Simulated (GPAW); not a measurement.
# Collinear magnetic orders of SmAg with GPAW

Does SmAg prefer parallel or opposed moments, or none?

Program: GPAW 26.7.0. Level of theory: LDA; plane waves with GPAW's PAW setups, scalar-relativistic. Results are calculated unless marked as measured.

## Step 1: The structure

It takes space group Pm-3m (No. 221, cubic). Conventional cell: a = 3.673 Å, b = 3.673 Å, c = 3.673 Å, α = 90.00°, β = 90.00°, γ = 90.00°. Sm has 8 Ag at 3.18 Å nearest. Nearest to Ag lie 8 Sm at 3.18 Å. Farther neighbours are not listed.

Coordinates:

```
Sm Ag
1.0
     3.67300    0.00000    0.00000
     0.00000    3.67300    0.00000
     0.00000    0.00000    3.67300
Sm Ag
1 1
Direct
  0.50000 0.50000 0.50000
  0.00000 0.00000 0.00000
```

The settings of this session are not all sound (see the inputs), so it shows what such settings give, not the properties of the crystal.

## Step 2: Order 1, typed as ferro +

Parallel moments need no larger cell; this start tests for a ferromagnetic state only.

order1.py

```python
import json
import numpy as np
from ase import Atoms
from ase.parallel import paropen, parprint
from gpaw import GPAW

atoms = Atoms(['Sm', 'Ag'],
    cell=[[3.673, 0.0, 0.0],
         [0.0, 3.673, 0.0],
         [0.0, 0.0, 3.673]],
    scaled_positions=[[0.5, 0.5, 0.5],
         [0.0, 0.0, 0.0]],
    pbc=True,
    magmoms=[5.0, 0.0])
atoms.calc = GPAW(mode={'name': 'pw', 'ecut': 350.0},
    xc='LDA',
    kpts={'size': (8, 8, 8), 'gamma': True},
    occupations={'name': 'fermi-dirac', 'width': 0.1},
    convergence={'density': 1e-05, 'energy': 1e-05},
    maxiter=200,
    symmetry={'tolerance': 1e-4},
    txt='order1.txt')
e = atoms.get_potential_energy(force_consistent=True)
res = {'free_energy': e, 'energy_sigma0': atoms.get_potential_energy(), 'fermi_energy': atoms.calc.get_fermi_level()}
res['moments'] = atoms.get_magnetic_moments().tolist()
res['total'] = atoms.get_magnetic_moment()
parprint('site moments (muB):', np.round(res['moments'], 3))
parprint(f"total moment: {res['total']:.3f} muB")
parprint(f'free energy: {e:.6f} eV')
atoms.calc.write('order1.gpw')
with paropen('results.json', 'w') as f:
    json.dump(res, f)
```

The run is started by

```sh
OMP_NUM_THREADS=1 python3 order1.py > order1.log
```

Log:

```text
site moments (muB): [5.496 0.025]
total moment: 5.994 muB
free energy: -12.578687 eV

--- order1.txt ---
Input parameters:
  mode=PW(ecut=350.0),
  convergence={'density': 1e-05, 'energy': 1e-05},
  kpts=MonkhorstPack(size=(8, 8, 8), gamma=True),
  maxiter=200,
  occupations=Occupations(name='fermi-dirac', width=0.1),
  symmetry=Symmetry(tolerance=0.0001),
  xc=XC(name='LDA')

Diagonalizing LCAO Hamiltonian
Converting LCAO to pw mode
   .--------.
  /|        |
 * |        |
 | |   Sm   |
 | |        |
 | .--------.
 |/        /
 Ag-------*

Atoms  # Å, Bohr magnetons
|   | symbol |        x |        y |        z |    initial magnetic moments |
|---|--------|----------|----------|----------|-----------------------------|
| 0 |     Sm | 1.836500 | 1.836500 | 1.836500 | ( 0.0000,  0.0000,  5.0000) |
| 1 |     Ag | 0.000000 | 0.000000 | 0.000000 | ( 0.0000,  0.0000,  0.0000) |

Unit cell  # Å
| periodic |        x |        y |        z |  lengths |    angles |
|----------|----------|----------|----------|----------|-----------|
|      yes | 3.673000 | 0.000000 | 0.000000 | 3.673000 | 90.000000 |
|      yes | 0.000000 | 3.673000 | 0.000000 | 3.673000 | 90.000000 |
|      yes | 0.000000 | 0.000000 | 3.673000 | 3.673000 | 90.000000 |

Number of symmetries: 48

BZ-sampling:
  Number of BZ points: 512
  Number of IBZ points: 35

  Monkhorst-Pack size: [8, 8, 8]
  Monkhorst-Pack shift: [0.0625, 0.0625, 0.0625]

K-points  # in reciprocal-cell coordinates
|     |                                coordinates |     weight |
|-----|--------------------------------------------|------------|
|   0 | (  0.00000000,   0.00000000,   0.00000000) | 0.00195312 |
|   1 | (  0.12500000,   0.00000000,   0.00000000) | 0.01171875 |
|   2 | (  0.12500000,   0.12500000,   0.00000000) | 0.02343750 |
|   3 | (  0.12500000,   0.12500000,   0.12500000) | 0.01562500 |
|   4 | (  0.25000000,   0.00000000,   0.00000000) | 0.01171875 |
|   5 | (  0.25000000,   0.12500000,   0.00000000) | 0.04687500 |
|   6 | (  0.25000000,   0.12500000,   0.12500000) | 0.04687500 |
|   7 | (  0.25000000,   0.25000000,   0.00000000) | 0.02343750 |
|   8 | (  0.25000000,   0.25000000,   0.12500000) | 0.04687500 |
|   9 | (  0.25000000,   0.25000000,   0.25000000) | 0.01562500 |
| ... |                                            |            |
|  34 | (  0.50000000,   0.50000000,   0.50000000) | 0.00195312 |

Plane wave coefficients: 756
Cutoff: 350.0 eV

Spin-components: 2 (collinear spins)
Bands:           27
Projectors:      14
Spin-degeneracy: 1
Datatype:        complex128

Parallelization:
  kpt:    1
  domain: 1
  band:   1

Density:
  Valence electrons: 33.0
  Components: 2
  Grid points: [16 16 16]
  Charge: 0.0  # |e|

Potential:
  Grid points: [16 16 16]

species:
  Sm:
    name:    Samarium
    Z:       62.0
    valence: 16
    core:    46
    charge:  0.0  # [|e|]
    compensation charges:
      type: gauss
      rc: 0.35  # [Å]
      lmax: 2
    cutoffs:
      filter: 1.17  # [Å]
      core: 1.96  # [Å]
    projectors
    | kind |    occ | energy [eV] | rcut [Å] |
    |------|--------|-------------|----------|
    |   5s |  2.000 |     -43.393 |    1.164 |
    |   6s |  2.000 |      -3.722 |    1.164 |
    |   5p |  6.000 |     -23.324 |    1.164 |
    |   6p |  0.000 |      -1.255 |    1.164 |
    |   5d |  0.000 |      -1.833 |    1.164 |
    |   4f |  6.000 |      -2.662 |    1.164 |
    |    d |        |      25.379 |    1.164 |
    |    f |        |      24.549 |    1.164 |

    Using partial waves for Sm as LCAO basis

  Ag:
    name:    Silver
    Z:       47.0
    valence: 17
    core:    30
    charge:  0.0  # [|e|]
    compensation charges:
      type: gauss
      rc: 0.40  # [Å]
      lmax: 2
    cutoffs:
      filter: 2.35  # [Å]
      core: 2.19  # [Å]
    projectors
    | kind |    occ | energy [eV] | rcut [Å] |
    |------|--------|-------------|----------|
    |   5s |  1.000 |      -4.708 |    1.286 |
    |   4p |  6.000 |     -58.678 |    1.328 |
    |   5p |  0.000 |      -0.844 |    1.328 |
    |   4d | 10.000 |      -7.664 |    1.180 |
    |    s |        |      22.503 |    1.286 |
    |    d |        |      19.547 |    1.180 |

    Using partial waves for Ag as LCAO basis

Reference energy: -428005.981345  # eV

eigensolver:
  PPCG
  Converge bands: occupied
  niter=2

density mixing:
  MSR1-Mixer
  Pratt-step length: 0.05
  Maximum mixing coefficient: 0.75
  Old densities: 10
  SVD Regularization: 0.005
  Good broyden scale: 1.0
  Trust region scale: 1.0
  Backstep threshold: 4.0
  History deletion threshold: 6.0
  Fourier metric: weight=20.0, sigma=0.015

occupation numbers:
  Fermi-Dirac:
    width: 0.1000  # eV

poisson solver:
  ecut: 2800.0  # eV

xc functional:
  name: None

convergence criteria:
- Maximum integral of absolute [dens]ity change: 1e-05 electrons / valence electron
- Maximum [total energy] change in last 3 cyles: 1e-05 eV / valence electron
- Maximum integral of absolute [eigenst]ate change: 4e-08 eV^2 / valence electron
maximum number of iterations: 200

SCF iterations
|iter     |      energy | eigst |  dens |  magmom |
|---------|-------------|-------|-------|---------|
|iter:   1|       0s |  -17.047167 | -0.40 |       |  +5.0077|
|iter:   2|       2s |  -13.047740 | -0.90 | -0.55 |  +4.9031|
|iter:   3|       4s |  -12.789504 | -2.58 | -1.05 |  +4.9520|
|iter:   4|       6s |  -12.440915 | -1.98 | -1.16 |  +5.0791|
|iter:   5|       7s |  -12.402027 | -2.05 | -1.32 |  +5.2570|
|iter:   6|       9s |  -12.424997 | -3.39 | -1.46 |  +5.4715|
|iter:   7|      11s |  -12.425586 | -3.61 | -1.62 |  +5.7216|
|iter:   8|      13s |  -12.425577 | -3.61 | -1.92 |  +5.9256|
|iter:   9|      15s |  -12.425862c| -5.34 | -2.47 |  +5.9564|
|iter:  10|      16s |  -12.425300 | -5.20 | -2.67 |  +5.9824|
|iter:  11|      18s |  -12.425302 | -7.21 | -3.35 |  +5.9861|
|iter:  12|      20s |  -12.425223c| -6.62 | -3.50 |  +5.9930|
|iter:  13|      21s |  -12.425231c| -7.98c| -4.36 |  +5.9934|
|iter:  14|      22s |  -12.425237c| -8.41c| -4.71 |  +5.9936|
|iter:  15|      23s |  -12.425237c| -8.86c| -5.64c|  +5.9937|

Converged in 15 steps
Energy contributions relative to reference atoms: (reference = -428005.981345)

Energy contributions:
  Kinetic:         -10.423804
  Coulomb:           8.753296
  Zero:              0.708245
  External:          0.000000
  Xc:              -11.309525
  Entropy:          -0.306899
  Spinorbit:         0.000000
  ----------------------------
  Free energy:     -12.578687
  Extrapolated:    -12.425237

dipole moment: (-11.700967, -11.700967, -11.700967)  # |e|*Ang

Total magnetic moment: (0.000000, 0.000000, 5.993672)

Local magnetic moments
|        x |        y |        z |
|----------|----------|----------|
| 0.000000 | 0.000000 | 5.496042 |  # Sm   0
| 0.000000 | 0.000000 | 0.024921 |  # Ag   1

Fermi level: 8.720
Eigenvalues  # (at kpt = [0.000, 0.000, 0.000])
| band index |      eig [eV] | occ [0-1] |      eig [eV] | occ [0-1] |
|------------|---------------|-----------|---------------|-----------|
|          0 |       -47.105 |     1.000 |       -47.101 |     1.000 |
|        ... |               |           |               |           |
|          9 |         3.283 |     1.000 |         3.360 |     1.000 |
|         10 |         4.034 |     1.000 |         4.065 |     1.000 |
|         11 |         4.034 |     1.000 |         4.065 |     1.000 |
|         12 |         4.034 |     1.000 |         4.065 |     1.000 |
|         13 |         8.477 |     0.919 |        10.136 |     0.000 |
|         14 |         8.477 |     0.919 |        10.136 |     0.000 |
|         15 |         8.477 |     0.919 |        12.002 |     0.000 |
|         16 |         8.510 |     0.891 |        12.002 |     0.000 |
|         17 |         8.510 |     0.891 |        12.002 |     0.000 |
|         18 |         8.510 |     0.891 |        12.099 |     0.000 |
|         19 |         8.601 |     0.767 |        12.099 |     0.000 |
|         20 |         9.469 |     0.001 |        12.099 |     0.000 |
|         21 |         9.469 |     0.001 |        12.309 |     0.000 |
|         22 |        13.893 |     0.000 |        14.909 |     0.000 |
|         23 |        13.893 |     0.000 |        14.909 |     0.000 |
|        ... |               |           |               |           |
|         26 |        15.011 |     0.000 |        15.714 |     0.000 |

No gap
No difference between direct/indirect transitions
```

It took 27 s on 1 MPI rank of Arm Neoverse V2, shared host; peak memory 0.18 GiB.

This step gave:

* magnetization: 5.994 μB
* final state: ferromagnetic
* largest moment: 5.496 μB

After 15 cycles the largest moment stands at 5.50 μB.

## Step 3: Run 2 (antiferro q=(0,1/2,1/2) +-)

Reversing part of the moments tests the sign of the couplings between them.

This order needs a doubled cell of 4 atoms. Its mesh is chosen so that both cells sample the same points.

order2.py

```python
import json
import numpy as np
from ase import Atoms
from ase.parallel import paropen, parprint
from gpaw import GPAW

atoms = Atoms(['Sm', 'Sm', 'Ag', 'Ag'],
    cell=[[3.673, 0.0, 0.0],
         [0.0, 7.346, 0.0],
         [0.0, 3.673, 3.673]],
    scaled_positions=[[0.5, 0.0, 0.5],
         [0.5, 0.5, 0.5],
         [0.0, 0.0, 0.0],
         [0.0, 0.5, 0.0]],
    pbc=True,
    magmoms=[5.0, -5.0, 0.0, 0.0])
atoms.calc = GPAW(mode={'name': 'pw', 'ecut': 350.0},
    xc='LDA',
    kpts={'size': (8, 4, 8), 'gamma': True},
    occupations={'name': 'fermi-dirac', 'width': 0.1},
    convergence={'density': 1e-05, 'energy': 1e-05},
    maxiter=200,
    symmetry={'tolerance': 1e-4},
    txt='order2.txt')
e = atoms.get_potential_energy(force_consistent=True)
res = {'free_energy': e, 'energy_sigma0': atoms.get_potential_energy(), 'fermi_energy': atoms.calc.get_fermi_level()}
res['moments'] = atoms.get_magnetic_moments().tolist()
res['total'] = atoms.get_magnetic_moment()
parprint('site moments (muB):', np.round(res['moments'], 3))
parprint(f"total moment: {res['total']:.3f} muB")
parprint(f'free energy: {e:.6f} eV')
atoms.calc.write('order2.gpw')
with paropen('results.json', 'w') as f:
    json.dump(res, f)
```

The run is started by

```sh
OMP_NUM_THREADS=1 python3 order2.py > order2.log
```

Log:

```text
site moments (muB): [ 5.478 -5.478 -0.    -0.   ]
total moment: -0.000 muB
free energy: -25.146324 eV

--- order2.txt ---
Input parameters:
  mode=PW(ecut=350.0),
  convergence={'density': 1e-05, 'energy': 1e-05},
  kpts=MonkhorstPack(size=(8, 4, 8), gamma=True),
  maxiter=200,
  occupations=Occupations(name='fermi-dirac', width=0.1),
  symmetry=Symmetry(tolerance=0.0001),
  xc=XC(name='LDA')

Diagonalizing LCAO Hamiltonian
Converting LCAO to pw mode

               Sm

             Sm
         Ag

       Ag

Atoms  # Å, Bohr magnetons
|   | symbol |        x |        y |        z |    initial magnetic moments |
|---|--------|----------|----------|----------|-----------------------------|
| 0 |     Sm | 1.836500 | 1.836500 | 1.836500 | ( 0.0000,  0.0000,  5.0000) |
| 1 |     Sm | 1.836500 | 5.509500 | 1.836500 | ( 0.0000,  0.0000, -5.0000) |
| 2 |     Ag | 0.000000 | 0.000000 | 0.000000 | ( 0.0000,  0.0000,  0.0000) |
| 3 |     Ag | 0.000000 | 3.673000 | 0.000000 | ( 0.0000,  0.0000,  0.0000) |

Unit cell  # Å
| periodic |        x |        y |        z |  lengths |    angles |
|----------|----------|----------|----------|----------|-----------|
|      yes | 3.673000 | 0.000000 | 0.000000 | 3.673000 | 45.000000 |
|      yes | 0.000000 | 7.346000 | 0.000000 | 7.346000 | 90.000000 |
|      yes | 0.000000 | 3.673000 | 3.673000 | 5.194406 | 90.000000 |

Number of symmetries: 4

BZ-sampling:
  Number of BZ points: 256
  Number of IBZ points: 90

  Monkhorst-Pack size: [8, 4, 8]
  Monkhorst-Pack shift: [0.0625, 0.125, 0.0625]

Plane wave coefficients: 1512
Cutoff: 350.0 eV

Spin-components: 2 (collinear spins)
Bands:           44
Projectors:      28
Spin-degeneracy: 1
Datatype:        complex128

Parallelization:
  kpt:    1
  domain: 1
  band:   1

Density:
  Valence electrons: 66.0
  Components: 2
  Grid points: [16 32 24]
  Charge: 0.0  # |e|

Potential:
  Grid points: [16 32 24]

[... setups left out ...]
Reference energy: -856011.962689  # eV

eigensolver:
  PPCG
  Converge bands: occupied
  niter=2

density mixing:
  MSR1-Mixer
  Pratt-step length: 0.05
  Maximum mixing coefficient: 0.75
  Old densities: 10
  SVD Regularization: 0.005
  Good broyden scale: 1.0
  Trust region scale: 1.0
  Backstep threshold: 4.0
  History deletion threshold: 6.0
  Fourier metric: weight=20.0, sigma=0.015

occupation numbers:
  Fermi-Dirac:
    width: 0.1000  # eV

poisson solver:
  ecut: 2800.0  # eV

xc functional:
  name: None

convergence criteria:
- Maximum integral of absolute [dens]ity change: 1e-05 electrons / valence electron
- Maximum [total energy] change in last 3 cyles: 1e-05 eV / valence electron
- Maximum integral of absolute [eigenst]ate change: 4e-08 eV^2 / valence electron
maximum number of iterations: 200

SCF iterations
|iter     |      energy | eigst |  dens |  magmom |
|---------|-------------|-------|-------|---------|
|iter:   1|       0s |  -33.911285 | +0.47 |       |  +0.0000|
|iter:   2|      16s |  -25.991423 | -0.44 | -0.57 |  -0.0000|
|iter:   3|      32s |  -25.552537 | -1.44 | -1.09 |  +0.0000|
|iter:   4|      48s |  -24.875895 | -0.85 | -1.16 |  -0.0000|
|iter:   5|      64s |  -24.793156 | -0.97 | -1.31 |  +0.0000|
|iter:   6|      80s |  -24.830087 | -2.07 | -1.48 |  -0.0000|
|iter:   7|      96s |  -24.838386 | -2.35 | -1.66 |  +0.0000|
|iter:   8|     112s |  -24.835516 | -2.34 | -1.94 |  -0.0000|
|iter:   9|     128s |  -24.836135 | -3.71 | -2.60 |  +0.0001|
|iter:  10|     144s |  -24.882851 | -3.57 | -2.79 |  -0.0065|
|iter:  11|     160s |  -24.834821 | -3.63 | -1.48 |  +0.0000|
|iter:  12|     176s |  -24.835910 | -4.86 | -3.27 |  -0.0012|
|iter:  13|     192s |  -24.834733 | -5.05 | -2.28 |  -0.0001|
|iter:  14|     208s |  -24.834744 | -6.12 | -3.57 |  -0.0001|
|iter:  15|     224s |  -24.834689c| -6.02 | -3.70 |  -0.0001|
|iter:  16|     240s |  -24.834708c| -7.04 | -4.09 |  -0.0000|
|iter:  17|     251s |  -24.834706c| -7.50c| -4.30 |  -0.0000|
|iter:  18|     258s |  -24.834715c| -7.64c| -4.47 |  -0.0000|
|iter:  19|     266s |  -24.834719c| -7.85c| -4.81 |  -0.0000|
|iter:  20|     273s |  -24.834719c| -8.04c| -5.35c|  -0.0000|

Converged in 20 steps
Energy contributions relative to reference atoms: (reference = -856011.962689)

Energy contributions:
  Kinetic:         -21.635801
  Coulomb:          18.122443
  Zero:              1.432419
  External:          0.000000
  Xc:              -22.442175
  Entropy:          -0.623210
  Spinorbit:         0.000000
  ----------------------------
  Free energy:     -25.146324
  Extrapolated:    -24.834719

dipole moment: (-23.403060, -88.807650, -23.403060)  # |e|*Ang

Total magnetic moment: (0.000000, 0.000000, -0.000012)

Local magnetic moments
|        x |        y |         z |
|----------|----------|-----------|
| 0.000000 | 0.000000 |  5.477941 |  # Sm   0
| 0.000000 | 0.000000 | -5.477945 |  # Sm   1
| 0.000000 | 0.000000 | -0.000001 |  # Ag   2
| 0.000000 | 0.000000 | -0.000001 |  # Ag   3

Fermi level: 8.689
Eigenvalues  # (at kpt = [0.000, 0.000, 0.000])
| band index |      eig [eV] | occ [0-1] |      eig [eV] | occ [0-1] |
|------------|---------------|-----------|---------------|-----------|
|          0 |       -47.104 |     1.000 |       -47.104 |     1.000 |
|        ... |               |           |               |           |
|         25 |         6.433 |     1.000 |         6.433 |     1.000 |
|         26 |         8.371 |     0.960 |         8.371 |     0.960 |
|         27 |         8.371 |     0.960 |         8.371 |     0.960 |
|         28 |         8.493 |     0.877 |         8.493 |     0.877 |
|         29 |         8.493 |     0.877 |         8.493 |     0.877 |
|         30 |         8.523 |     0.841 |         8.523 |     0.841 |
|         31 |         8.528 |     0.834 |         8.528 |     0.834 |
|         32 |         8.559 |     0.786 |         8.559 |     0.786 |
|         33 |         9.646 |     0.000 |         9.646 |     0.000 |
|         34 |         9.770 |     0.000 |         9.770 |     0.000 |
|         35 |        10.071 |     0.000 |        10.071 |     0.000 |
|         36 |        10.071 |     0.000 |        10.071 |     0.000 |
|         37 |        10.417 |     0.000 |        10.417 |     0.000 |
|         38 |        11.974 |     0.000 |        11.974 |     0.000 |
|         39 |        11.974 |     0.000 |        11.974 |     0.000 |
|         40 |        12.142 |     0.000 |        12.142 |     0.000 |
|        ... |               |           |               |           |
|         43 |        12.868 |     0.000 |        12.868 |     0.000 |

No gap
No difference between direct/indirect transitions
```

Wall time 5 min (1 MPI rank); peak memory 0.41 GiB.

Spin moment in the augmentation sphere by atom:

```csv
atom,spin moment in the augmentation sphere (μB)
Sm1,5.48
Sm2,-5.48
Ag3,0.00
Ag4,0.00
```

This step gave:

```yaml
magnetization: 0 μB
final_state: antiferromagnetic
```

It lies 5.53 meV a seeded atom over the first start, and its largest moment is 5.48 μB against 5.50 μB.

## Step 4: Start 3: antiferro q=(0,0,1/2) +-

An opposed order shows whether the pairs that it reverses prefer unlike signs.

This order needs a doubled cell of 4 atoms. Its mesh is chosen so that both cells sample the same points.

order3.py is the script of step 3 with these lines changed:

```diff
@@ -8,8 +8,8 @@
     cell=[[3.673, 0.0, 0.0],
-         [0.0, 7.346, 0.0],
-         [0.0, 3.673, 3.673]],
-    scaled_positions=[[0.5, 0.0, 0.5],
-         [0.5, 0.5, 0.5],
+         [0.0, 3.673, 0.0],
+         [0.0, 0.0, 7.346]],
+    scaled_positions=[[0.5, 0.5, 0.25],
+         [0.5, 0.5, 0.75],
          [0.0, 0.0, 0.0],
-         [0.0, 0.5, 0.0]],
+         [0.0, 0.0, 0.5]],
     pbc=True,
@@ -18,3 +18,3 @@
     xc='LDA',
-    kpts={'size': (8, 4, 8), 'gamma': True},
+    kpts={'size': (8, 8, 4), 'gamma': True},
     occupations={'name': 'fermi-dirac', 'width': 0.1},
@@ -23,3 +23,3 @@
     symmetry={'tolerance': 1e-4},
-    txt='order2.txt')
+    txt='order3.txt')
 e = atoms.get_potential_energy(force_consistent=True)
@@ -31,3 +31,3 @@
 parprint(f'free energy: {e:.6f} eV')
-atoms.calc.write('order2.gpw')
+atoms.calc.write('order3.gpw')
 with paropen('results.json', 'w') as f:
```

The run is started by

```sh
OMP_NUM_THREADS=1 python3 order3.py > order3.log
```

Log:

```text
site moments (muB): [ 5.479 -5.479 -0.    -0.   ]
total moment: -0.000 muB
free energy: -25.153958 eV

--- order3.txt ---
Input parameters:
  mode=PW(ecut=350.0),
  convergence={'density': 1e-05, 'energy': 1e-05},
  kpts=MonkhorstPack(size=(8, 8, 4), gamma=True),
  maxiter=200,
  occupations=Occupations(name='fermi-dirac', width=0.1),
  symmetry=Symmetry(tolerance=0.0001),
  xc=XC(name='LDA')

[...]
|         29 |         8.496 |     0.879 |         8.496 |     0.879 |
[...]
|         39 |        11.981 |     0.000 |        11.981 |     0.000 |
|         40 |        12.033 |     0.000 |        12.033 |     0.000 |
|         41 |        12.112 |     0.000 |        12.112 |     0.000 |
|        ... |               |           |               |           |
|         43 |        12.192 |     0.000 |        12.192 |     0.000 |

No gap
No difference between direct/indirect transitions


[key lines of the parts left out:]
Free energy:     -25.153958
Converged in 19 steps
dipole moment: (-23.400321, -23.400321, -23.400333)  # |e|*Ang
Fermi level: 8.694
```

The job ended after 2.1 min (1 MPI rank; peak memory 0.28 GiB).

Spin moment in the augmentation sphere by atom:

```csv
atom,spin moment in the augmentation sphere (μB)
Sm1,5.48
Sm2,-5.48
Ag3,0.00
Ag4,0.00
```

This step gave:

* magnetization: 0 μB
* final state: antiferromagnetic

It lies 1.71 meV a seeded atom over the first start, and its largest moment is 5.48 μB against 5.50 μB.

(Continued in part 2 of 2.)

[Logs and program files are shortened in this print: banners, set-up blocks, solver, clock and traceback lines can be left out without a mark of their own.]

[Logs are printed without paths, hosts, clocks, repeated set-up lines and the standing remarks that a program may print on its own settings, such as how far it seeks lower states.]

[Hosts, paths, dates, database ids (printed as entryN), source tags and the programs' standing remarks are cut or masked in the printed files.]

[Where a cell is said to come from a database of computed structures, the database is the Materials Project.]
